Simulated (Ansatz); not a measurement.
## The gap of AlIn2N3 (Cmc2_1): a ladder of methods and an error budget

The study climbs from cheap functionals to G0W0 on AlIn2N3 (Cmc2_1) and then asks what each convergence step is worth.

Method: density functionals, hybrids, G0W0, plane waves, PAW, in Ansatz 0.2.0.

**1. Starting point**

The structure is orthorhombic, space group Cmc2_1 (No. 36). Conventional cell: a = 10.296 Å, b = 5.926 Å, c = 5.500 Å, α = 90.00°, β = 90.00°, γ = 90.00°. Nearest to Al lie 4 N at 1.90 to 1.92 Å. In has 4 N at 2.18 to 2.20 Å nearest. Nearest to N lie 1 Al at 1.90 Å and 3 In at 2.18 to 2.20 Å. N has 2 Al at 1.91 to 1.92 Å and 2 In at 2.19 Å nearest. Farther neighbours and most contacts between anions are not listed.

The cell and positions are those that the Materials Project relaxed with its own functionals (PBE, PBE+U or r2SCAN), kept fixed.

**2. PBE bands**

The cheap functional maps the bands first; the places of the edges decide which points the dearer methods must see.

This step: DFT, PBE, plane waves, PAW; PAW set soft_1.

File input.yaml:

```yaml
crystal:
  lattice:
    - [5.1481021059, -2.9628729689, 0.0]
    - [5.1481021059, 2.9628729689, 0.0]
    - [0.0, 0.0, 5.500038]
  atoms:
    - { symbol: Al, position: [0.341243, 0.658757, 0.989218] }
    - { symbol: Al, position: [0.658757, 0.341243, 0.489218] }
    - { symbol: In, position: [0.988295, 0.335413, 0.987121] }
    - { symbol: In, position: [0.664587, 0.011705, 0.987121] }
    - { symbol: In, position: [0.011705, 0.664587, 0.487121] }
    - { symbol: In, position: [0.335413, 0.988295, 0.487121] }
    - { symbol: "N", position: [0.968855, 0.332959, 0.385637] }
    - { symbol: "N", position: [0.667041, 0.031145, 0.385637] }
    - { symbol: "N", position: [0.031145, 0.667041, 0.885637] }
    - { symbol: "N", position: [0.332959, 0.968855, 0.885637] }
    - { symbol: "N", position: [0.368643, 0.631357, 0.337266] }
    - { symbol: "N", position: [0.631357, 0.368643, 0.837266] }
kpoints:
  mp_grid: { grid: [6, 6, 4] }
  band_path:
    path:
      - [[0.0, 0.0, 0.0], [0.5, 0.5, 0.0], [0.3328079, 0.6671921, 0.0]]
      - [[-0.3328079, 0.3328079, 0.0], [0.0, 0.0, 0.0], [0.0, 0.0, 0.5], [-0.3328079, 0.3328079, 0.5]]
      - [[0.3328079, 0.6671921, 0.5], [0.5, 0.5, 0.5], [0.5, 0.5, 0.0]]
      - [[0.0, 0.0, 0.0], [0.0, 0.5, 0.0], [0.0, 0.5, 0.5], [0.0, 0.0, 0.5], [0.5, 0.5, 0.5]]
    npoints: 10
hamiltonian:
  xc: pbe
  pseudopotentials: { kind: paw, azcp: { folder: soft_1 } }
scf:
  occupations: { method: fermi_dirac, width: 0.02 }
  n_extra_bands: 8
output:
  eigenvalues: true
  forces: true
  stress: true
  write_density: true
  write_potential: true
  elf: true
  volumetric_format: npy
```

Launch:

```console
ansatz run input.yaml --threads 2 --pin off --max-ram 92160MiB --backend cuda --events-out ev --progress --plain --runs-dir out --devices 1 --max-vram 13GiB
```

Numbers of over 12 decimals in the logs are rounded to 6 here.

The program printed:

```text
scf.n_extra_bands = 8 over 44 filled bands (N_el = 88.0): the run solves 52 bands
GPUs: using 1 of 1 available (devices: 1).
Engine: ansatz 0.2.0, x86_64-unknown-linux-gnu
Pseudopotentials: kind: paw
Pseudopotential: Al, paw, valence charge 3, recommended cutoff 420 eV (normal), soft_1/Al.paw.azcp
Pseudopotential: In, paw, valence charge 13, recommended cutoff 420 eV (normal), soft_1/In.paw.azcp
Pseudopotential: N, paw, valence charge 5, recommended cutoff 420 eV (normal), soft_1/N.paw.azcp
Functional definition: PBE
  parameter kappa = 0.804
  parameter beta = 0.066725
  exchange = pbe_x(kappa = kappa, mu = beta*pi^2/3)
  correlation = pbe_c(beta = beta)
device memory: the entry about to start is reckoned to put 2.8 GiB on a device that reports 41.1 GiB free (of which the cap on the GPU budget leaves the run 13.0 GiB)
GPU FFT provider: cuFFT
GPU libraries: cuBLAS 13.8.2, cuFFT 12.4.0, cuSOLVER 12.3.4
Crystal: 12 atoms, lattice volume = 167.786 Å³
Basis set: ecut = 420 eV, 3247 PW (Γ), exchange–correlation on 80×80×80 points (8 copies of the dense FFT grid, shifted against one another)
Bands: 52, of which v1, the nominal top of the filled ones, is band 44 counted from 1 (43 counted from 0)
Symmetry: 4 space group operations
Space group: Cmc21 (ITA 36), of the structure as read, at distance tolerance 5.5e-5 Å
k-points: 39 of 144 (time reversal used)
Non-local potential: Al, projectors of the file, l = 0: 2, l = 1: 2, l = 2: 1
Non-local potential: In, projectors of the file, l = 0: 2, l = 1: 2, l = 2: 2, l = 3: 1
Non-local potential: N, projectors of the file, l = 0: 2, l = 1: 2, l = 2: 1
PAW form: soft (Blöchl's): semilocal exchange-correlation on the pseudo side does not see the compensation charge
PAW one-centre angular grid: Al, 110 points (default); XC on 64 Gauss nodes
PAW one-centre angular grid: In, 590 points (default); XC on 64 Gauss nodes
PAW one-centre angular grid: N, 110 points (default); XC on 64 Gauss nodes
Initial density: superposition of atomic densities (chi_scale 0.1, normalization cell, long waves kept (reshape's long-wave potential 0.07 eV rms))
Initial wavefunctions: pseudopotential atomic-orbital guess
GPU buffer pool allocated for 64000 grid points (all kernels)
GPU transforms: local potential and band sums: pruned to the plane-wave sphere, on 40×40×40
Functional: x = pbe(κ = 0.804, μ = 0.219515), c = pbe(β = 0.066725)
SCF iter   1: F=—  HF=-25779.384092 eV  |F-HF|=—  |Δ(HF+E_count)|=         —  Δρ=8.76e-2  dr2=1.65e1  ethr=3.10e-3  ⟨swp⟩=6.8  Hψ=7559  notcnv=0
preconditioner: auto → Resta (q_TF=auto, 2.450 Å⁻¹)  ε∞=4.7  [insulator: Δε(μ)=1.770 eV  Ē_g=13.947 eV  σ=0.020 eV  W_gap=1.00  n_scr=46 (ndim 8)  ℏωp=26.9 eV  f_vac=0.000  D(μ)=0.00/eV (n_scr^D=0)  ε∞_Penn≈4.7]
SCF iter   2: F=—  HF=-25775.364603 eV  |F-HF|=—  |Δ(HF+E_count)|=    4.02e0  Δρ=3.75e-2  dr2=1.39e0  ethr=3.10e-3  ⟨swp⟩=3.0  Hψ=4496  notcnv=0  defer=92
SCF iter   3: F=—  HF=-25775.123924 eV  |F-HF|=—  |Δ(HF+E_count)|=   2.41e-1  Δρ=1.82e-2  dr2=3.86e-1  ethr=1.58e-3  ⟨swp⟩=2.0  Hψ=2156  notcnv=0  defer=92
SCF iter   4: F=—  HF=-25775.085168 eV  |F-HF|=—  |Δ(HF+E_count)|=   3.88e-2  Δρ=2.13e-3  dr2=9.93e-3  ethr=4.39e-4  ⟨swp⟩=2.0  Hψ=2156  notcnv=0  defer=92
SCF iter   5: F=—  HF=-25775.091194 eV  |F-HF|=—  |Δ(HF+E_count)|=   6.03e-3  Δρ=9.38e-4  dr2=1.05e-3  ethr=1.13e-5  ⟨swp⟩=2.1  Hψ=3815  notcnv=0  defer=92
SCF iter   6: F=—  HF=-25775.091613 eV  |F-HF|=—  |Δ(HF+E_count)|=   4.19e-4  Δρ=1.55e-4  dr2=5.03e-5  ethr=1.19e-6  ⟨swp⟩=2.0  Hψ=3621  notcnv=0  defer=92
SCF iter   7: F=—  HF=-25775.091716 eV  |F-HF|=—  |Δ(HF+E_count)|=   1.04e-4  Δρ=3.27e-5  dr2=1.78e-6  ethr=5.71e-8  ⟨swp⟩=2.0  Hψ=3562  notcnv=0  defer=92
SCF iter   8: F=—  HF=-25775.091719 eV  |F-HF|=—  |Δ(HF+E_count)|=   2.08e-6  Δρ=8.59e-6  dr2=1.20e-7  ethr=2.02e-9  ⟨swp⟩=2.2  Hψ=3627  notcnv=0  defer=92
SCF iter   9: F=-25775.091719 eV  HF=-25775.091719 eV  |F-HF|=1.44e-9  |Δ(HF+E_count)|=   3.61e-8  Δρ=2.65e-6  dr2=1.12e-8  ethr=1.14e-10  ⟨swp⟩=17.2  Hψ=15289  notcnv=0
SCF 1 converged in 9 iterations: F = -25775.091719 eV  dr2 = 1.12e-8
[...]
device memory: the entry about to start is reckoned to put 2.4 GiB on a device that reports 53.2 GiB free (of which the cap on the GPU budget leaves the run 13.0 GiB)
NSCF: frozen V_eff on 114 k-points
SCF converged after 9 iterations
Free energy (F): -25775.091719 eV
Harris-Foulkes:  -25775.091719 eV  (|F-HF|=1.44e-9)
Internal energy: -25775.091719 eV  (E = F + TS)
E sigma→0 (E₀):  -25775.091719 eV
Fermi energy:    9.068093 eV
--- Per-component energies (eV) ---
  E_band       = 1.190546
  E_kinetic    = 1693.737445
  E_local      = -5478.725106  (includes V_loc(G=0)·N_el)
  E_nonlocal   = 1542.998845
  E_hartree    = 2178.861301
  E_xc         = -1000.268916
  E_vxc        = -864.110530  (∫ρ·V_xc dr)
  E_paw        = -18553.879405  (= ΣΔE_a)
  E_vpaw       = -1250.439438  (= ΣTr[D̂ρ^β])
  E_aug_tail   = 0.005412  (compensation charges beyond the density's cutoff)
  E_ewald      = -6157.821293
  E_smearing   = -0.000000  (= −TS)
  E_closure    = 0.000000  (closes the sum)
  Σ components = -25775.091719   (vs F -25775.091719, Δ=0.00e0)
--- Forces (eV/Å), atoms counted from 1 ---
  atom   1  Al    -0.00000000    -0.00230192     0.00320059
  atom   2  Al     0.00000000     0.00230192     0.00320059
  atom   3  In     0.00055564    -0.00051653     0.00457089
  atom   4  In    -0.00055564    -0.00051653     0.00457089
  atom   5  In    -0.00055564     0.00051653     0.00457089
  atom   6  In     0.00055564     0.00051653     0.00457089
  atom   7  N      0.02833952    -0.01703974    -0.01577693
  atom   8  N     -0.02833952    -0.01703974    -0.01577693
  atom   9  N     -0.02833952     0.01703974    -0.01577693
  atom  10  N      0.02833952     0.01703974    -0.01577693
  atom  11  N     -0.00000000     0.02746350     0.01919699
  atom  12  N      0.00000000    -0.02746350     0.01919699
  max |Σ_I F_I| component: 2.90e-5 eV/Å
--- Stress (GPa, compression-positive) ---
       -0.159720      -0.000000      -0.000000
       -0.000000      -0.169376       0.000000
       -0.000000       0.000000      -0.121611
  P = ⅓ Tr σ = -0.1502 GPa (-1.502 kbar)
--- Band table (eV; the first three rows and the last of 39) ---
  k-point 0: bands = [... 40 lower, 8.0369, 8.5748, 8.6093, 8.6222, 9.5027, 12.0474, 13.6011, 13.9614, ... 4 higher]
  k-point 1: bands = [... 40 lower, 8.1401, 8.1711, 8.5048, 8.5120, 10.6156, 12.1095, 13.9923, 14.3424, ... 4 higher]
  k-point 2: bands = [... 40 lower, 8.3002, 8.3002, 8.3938, 8.3938, 11.7672, 11.7672, 14.4659, 14.4659, ... 4 higher]
  k-point 38: bands = [... 40 lower, 7.6353, 7.6353, 7.9235, 7.9235, 12.6212, 12.6212, 13.0723, 13.0723, ... 4 higher]
```

Run time: 11 s. Hardware: 1 × NVIDIA H100 80GB HBM3 (shared by 6 runs) with 2 threads of AMD EPYC 7R13 (Zen 3), shared host; peak memory 1.1 GiB.

In the SCF lines HF is the Harris–Foulkes energy and dr2 the Hartree energy of the density residual, in eV; the loop may stop once dr2 is under the threshold and the program's other checks hold. Hψ counts applications of the Hamiltonian.

This step gave:

| Property | Result |
| --- | --- |
| pressure | -0.1502 GPa |
| filled bands | 44 |
| gap | 0.8805 eV |
| valence top at | Γ |
| conduction bottom at | Γ |
| least direct gap | 0.8805 eV |

The gap is direct, at Γ.

Electronic bands along the path, in eV, zero at the top of the highest nominally filled band:

```tsv
point	band 41	band 42	band 43	band 44	band 45	band 46	band 47	band 48
Γ	-0.59	-0.05	-0.01	0.00	0.88	3.43	4.98	5.34
halfway	-1.26	-0.77	-0.18	-0.17	2.12	4.14	4.89	5.03
Y	-0.76	-0.71	-0.48	-0.37	3.52	3.61	4.21	5.22
halfway	-0.75	-0.68	-0.54	-0.26	3.59	3.59	4.12	5.15
F0	-0.79	-0.71	-0.48	-0.14	3.64	3.70	4.01	5.01
jump to Δ0	-0.79	-0.71	-0.48	-0.14	3.64	3.70	4.01	5.01
halfway	-1.15	-0.81	-0.25	-0.18	2.35	4.40	4.61	5.45
Γ	-0.59	-0.05	-0.01	0.00	0.88	3.43	4.98	5.34
halfway	-0.48	-0.45	-0.12	-0.11	1.99	3.49	5.37	5.72
Z	-0.32	-0.32	-0.23	-0.23	3.15	3.15	5.84	5.84
halfway	-0.80	-0.80	-0.54	-0.54	3.75	3.75	4.77	4.77
B0	-1.00	-1.00	-0.70	-0.70	4.01	4.01	4.16	4.16
jump to G0	-1.00	-1.00	-0.70	-0.70	4.01	4.01	4.16	4.16
halfway	-0.97	-0.97	-0.67	-0.67	4.02	4.02	4.33	4.33
T	-0.99	-0.99	-0.70	-0.70	4.00	4.00	4.45	4.45
halfway	-0.99	-0.86	-0.56	-0.25	3.74	3.83	3.84	5.06
Y	-0.76	-0.71	-0.48	-0.37	3.52	3.61	4.21	5.22
jump to Γ	-0.59	-0.05	-0.01	0.00	0.88	3.43	4.98	5.34
halfway	-1.21	-0.77	-0.19	-0.19	2.12	4.23	4.75	5.41
S	-0.73	-0.63	-0.60	-0.41	3.52	3.58	4.64	4.81
halfway	-0.89	-0.67	-0.57	-0.42	3.45	3.74	4.40	4.79
R	-0.95	-0.95	-0.87	-0.87	3.91	3.91	4.44	4.44
halfway	-0.73	-0.73	-0.47	-0.47	3.67	3.67	4.88	4.88
Z	-0.32	-0.32	-0.23	-0.23	3.15	3.15	5.84	5.84
halfway	-0.61	-0.61	-0.47	-0.47	3.72	3.72	4.76	4.76
T	-0.99	-0.99	-0.70	-0.70	4.00	4.00	4.45	4.45
```

ELF in the ac plane of the conventional cell at fractional y = 0.159, with atoms of Al and In and N within 0.2 Å of it. It is the smooth field of the valence electrons, not physical close to the nuclei.

Values, 8 rows by 16 columns, each cell a mean:
```
0.35 0.77 0.51 0.71 0.30 0.19 0.36 0.71 0.68 0.49 0.20 0.22 0.66 0.54 0.73 0.50
0.23 0.68 0.67 0.68 0.27 0.13 0.48 0.69 0.61 0.62 0.17 0.18 0.61 0.68 0.71 0.35
0.10 0.27 0.31 0.26 0.13 0.08 0.28 0.72 0.78 0.39 0.09 0.10 0.23 0.30 0.29 0.14
0.15 0.20 0.06 0.14 0.21 0.34 0.33 0.14 0.15 0.28 0.37 0.23 0.17 0.06 0.17 0.17
0.26 0.19 0.07 0.14 0.29 0.62 0.63 0.16 0.09 0.55 0.66 0.39 0.17 0.07 0.16 0.23
0.30 0.17 0.20 0.18 0.28 0.50 0.43 0.17 0.13 0.37 0.51 0.35 0.17 0.20 0.17 0.26
0.15 0.11 0.11 0.10 0.13 0.20 0.15 0.07 0.06 0.13 0.20 0.16 0.10 0.11 0.11 0.14
0.21 0.53 0.62 0.48 0.20 0.22 0.19 0.34 0.37 0.21 0.21 0.19 0.39 0.61 0.58 0.29
```
Columns run along a (10.3 Å), rows up along c (5.5 Å), edges of the conventional cell, whose origin can differ from the input's. Atoms in or near the plane, at fractional coordinates: Al at (0.50, 0.49), In at (0.16, 0.49), In at (0.84, 0.49), N at (0.15, 0.89), N at (0.85, 0.89), N at (0.50, 0.84).

Valence density in the ac plane of the conventional cell at fractional y = 0.159, with atoms of Al and In and N within 0.2 Å of it. It is the smooth field of the valence electrons, not physical close to the nuclei.

Values in units of 1e0 e/Å³, 8 rows by 16 columns, each cell a mean:
```
0.2 1.2 2.9 1.3 0.3 0.3 0.4 1.4 1.8 0.5 0.3 0.3 0.8 2.8 1.8 0.3
0.1 0.8 2.0 0.9 0.2 0.1 0.3 2.0 2.6 0.6 0.1 0.1 0.6 1.9 1.1 0.2
0.1 0.3 0.8 0.5 0.1 0.1 0.2 0.6 0.7 0.2 0.1 0.1 0.3 0.8 0.4 0.1
0.1 1.3 6.0 3.3 0.3 0.2 0.2 0.1 0.1 0.2 0.2 0.2 2.0 6.3 2.4 0.2
0.2 1.3 5.8 3.2 0.4 0.4 0.4 0.1 0.1 0.3 0.4 0.3 2.0 6.1 2.3 0.2
0.2 0.2 0.5 0.3 0.2 0.3 0.2 0.1 0.1 0.2 0.3 0.2 0.3 0.6 0.3 0.2
0.1 0.1 0.1 0.1 0.1 0.1 0.1 0.1 0.1 0.1 0.1 0.1 0.1 0.1 0.1 0.1
0.1 0.3 0.6 0.3 0.2 0.3 0.2 0.2 0.2 0.2 0.3 0.3 0.3 0.5 0.4 0.1
```
Columns run along a (10.3 Å), rows up along c (5.5 Å), edges of the conventional cell, whose origin can differ from the input's. Atoms in or near the plane, at fractional coordinates: Al at (0.50, 0.49), In at (0.16, 0.49), In at (0.84, 0.49), N at (0.15, 0.89), N at (0.85, 0.89), N at (0.50, 0.84).

**3. PBE+SOC**

The many-body steps leave out spin-orbit coupling, so its effect is taken from a two-component run, with twice the bands.

This step: DFT, PBE with spin-orbit coupling, plane waves, PAW; PAW set soft_1.

input.yaml, the sections that differ from step 2:

```yaml
kpoints:
  mp_grid: { grid: [6, 6, 4] }
  band_path:
    path:
      - [0.0, 0.0, 0.0]
      - [0.5, 0.5, 0.0]
      - [0.3328079, 0.6671921, 0.0]
      - [-0.3328079, 0.3328079, 0.0]
      - [0.0, 0.0, 0.5]
      - [-0.3328079, 0.3328079, 0.5]
      - [0.3328079, 0.6671921, 0.5]
      - [0.5, 0.5, 0.5]
    npoints: 1
hamiltonian:
  xc: pbe
  pseudopotentials: { kind: paw_fr, azcp: { folder: soft_1 } }
scf:
  occupations: { method: fermi_dirac, width: 0.02 }
  n_extra_bands: 16
magnetization:
  noncollinear: true
  spin_orbit: true
# crystal, output: as in step 2
```

The program printed:

```text
[...]
GPUs: using 1 of 1 available (devices: 1).
[...]
non-collinear run that drives no moment, with spin-orbit: no starting moment large enough to seed its density (crystal.atoms[].spin), no starting occupations that ask for one, no magnetisation constraint and no magnetic field, so the semilocal B_xc is pinned to zero
[...]
k-point 1: bands = [... 84 lower, 8.4993, 8.4993, 8.5124, 8.5124, 10.6142, 10.6142, 12.1087, 12.1087, ... 12 higher]
  k-point 2: bands = [... 84 lower, 8.3919, 8.3919, 8.3919, 8.3919, 11.7655, 11.7655, 11.7655, 11.7655, ... 12 higher]
  k-point 38: bands = [... 84 lower, 7.9229, 7.9229, 7.9229, 7.9229, 12.6164, 12.6164, 12.6164, 12.6164, ... 12 higher]
[key lines of the parts left out:]
SCF converged after 10 iterations
Magnetization: |M| = 0.0000 μB,  M = (+0.0000, +0.0000, +0.0000) μB
Free energy (F): -25782.764402 eV
Fermi energy:    9.067423 eV
P = ⅓ Tr σ = -0.2176 GPa (-2.176 kbar)
```

It took 18 s on 1 × NVIDIA H100 80GB HBM3 (shared by 6 runs) with 2 threads; peak memory 1.5 GiB; 21 s of CPU time.

Numbers from this step:

| Quantity | Value |
| --- | --- |
| pressure | -0.2176 GPa |
| gap | 0.8815 eV |
| valence top at | Γ |
| conduction bottom at | Γ |
| least direct gap | 0.8815 eV |

The gap is that of PBE.

**4. r2SCAN**

r2SCAN sits between gradient functionals and hybrids in what it does to gaps, at little more than semilocal cost.

This step: DFT, r2SCAN, plane waves, PAW; PAW set soft_1.

Changes to input.yaml since step 3:

```diff
@@ -32,10 +32,7 @@
 hamiltonian:
-  xc: pbe
-  pseudopotentials: { kind: paw_fr, azcp: { folder: soft_1 } }
+  xc: r2scan
+  pseudopotentials: { kind: paw, azcp: { folder: soft_1 } }
 scf:
-  occupations: { method: fermi_dirac, width: 0.02 }
-  n_extra_bands: 16
-magnetization:
-  noncollinear: true
-  spin_orbit: true
+  occupations: { method: fixed }
+  n_extra_bands: 8
 output:
@@ -44,5 +41 @@
   stress: true
-  write_density: true
-  write_potential: true
-  elf: true
-  volumetric_format: npy
```

The program printed:

```text
[...]
GPUs: using 1 of 1 available (devices: 1).
[...]
GPU FFT provider: cuFFT
GPU libraries: cuBLAS 13.8.2, cuFFT 12.4.0, cuSOLVER 12.3.4
Crystal: 12 atoms, lattice volume = 167.786 Å³
Basis set: ecut = 500 eV, 4257 PW (Γ), exchange–correlation on 180×180×180 points (64 copies of the dense FFT grid, shifted against one another)
[...]
k-point 0: bands = [... 40 lower, 7.7952, 8.3374, 8.3757, 8.3866, 9.6085, 12.3014, 13.8171, 14.1648, ... 4 higher]
  k-point 1: bands = [... 40 lower, 7.9003, 7.9344, 8.2692, 8.2747, 10.7064, 12.3504, 14.2415, 14.5657, ... 4 higher]
  k-point 2: bands = [... 40 lower, 8.0631, 8.0631, 8.1621, 8.1621, 11.9395, 11.9395, 14.7917, 14.7917, ... 4 higher]
  k-point 38: bands = [... 40 lower, 7.3830, 7.3830, 7.6964, 7.6964, 12.8429, 12.8429, 13.2942, 13.2942, ... 4 higher]
[key lines of the parts left out:]
SCF converged after 9 iterations
Free energy (F): -25844.309354 eV
Fermi energy:    8.386600 eV
P = ⅓ Tr σ = -4.2727 GPa (-42.727 kbar)
```

Run time: 12 s. Hardware: 1 × NVIDIA H100 80GB HBM3 (shared by 6 runs) with 2 threads; peak memory 1.2 GiB; 13 s of CPU time.

This step gave:

* pressure: -4.273 GPa
* gap: 1.222 eV
* valence top at: Γ
* conduction bottom at: Γ
* least direct gap: 1.222 eV

The gap stands +0.34 eV against PBE.

**5. HSE06**

The screened hybrid is the usual rung above semilocal functionals: a quarter of exact exchange, cut off beyond a few ångström.

This step: DFT, HSE06, plane waves, PAW; PAW set soft_1.

Changes to input.yaml since step 4:

```diff
@@ -32,3 +32,3 @@
 hamiltonian:
-  xc: r2scan
+  xc: hse06
   pseudopotentials: { kind: paw, azcp: { folder: soft_1 } }
@@ -39,3 +39 @@
   eigenvalues: true
-  forces: true
-  stress: true
```

The program printed:

```text
[...]
GPUs: using 1 of 1 available (devices: 1).
[...]
davidson cushion auto → on  (no smearing: the cushion is to keep the highest requested band from converging to the state above it; pin scf.eigensolver.cushion to override)
[...]
GPU FFT provider: cuFFT
GPU libraries: cuBLAS 13.8.2, cuFFT 12.4.0, cuSOLVER 12.3.4
Crystal: 12 atoms, lattice volume = 167.786 Å³
Basis set: ecut = 420 eV, 3247 PW (Γ)
[...]
Fermi energy:    7.850724 eV
[...]
--- Band table (eV; the first three rows and the last of 39) ---
  k-point 0: bands = [... 40 lower, 7.2219, 7.7989, 7.8414, 7.8507, 9.7579, 12.5454, 13.9716, 14.2912, ... 4 higher]
  k-point 1: bands = [... 40 lower, 7.3332, 7.3725, 7.7260, 7.7305, 10.8554, 12.6088, 14.4572, 14.7301, ... 4 higher]
  k-point 2: bands = [... 40 lower, 7.5081, 7.5081, 7.6221, 7.6221, 12.1837, 12.1837, 15.0527, 15.0527, ... 4 higher]
  k-point 38: bands = [... 40 lower, 6.7915, 6.7915, 7.1309, 7.1309, 13.0224, 13.0224, 13.6121, 13.6121, ... 4 higher]
[key lines of the parts left out:]
Free energy (F): -25791.119147 eV
```

Run time: 2.2 min. Hardware: 1 × NVIDIA H100 80GB HBM3 (shared by 6 runs) with 2 threads; peak memory 2.6 GiB.

This step gave:

| Property | Result |
| --- | --- |
| gap | 1.907 eV |
| valence top at | Γ |
| conduction bottom at | Γ |
| least direct gap | 1.907 eV |

The gap stands +1.03 eV against PBE.

[end of part 1 of 2]

[Paths, hosts, dates, memory and timing lines, banners, echoed tables and standing remarks are left out of the program output.]

[Logs are printed without paths, hosts, clocks, repeated set-up lines and the standing remarks that a program may print on its own settings, such as how far it seeks lower states.]

[Runs of the session that timed out or met a known fault of the program may be left out.]

[Cells called generated may have been cut or substituted from an entry of the Crystallography Open Database or the Materials Project.]

[Hosts, paths, dates, database ids (printed as entryN), source tags and the programs' standing remarks are cut or masked in the printed files.]
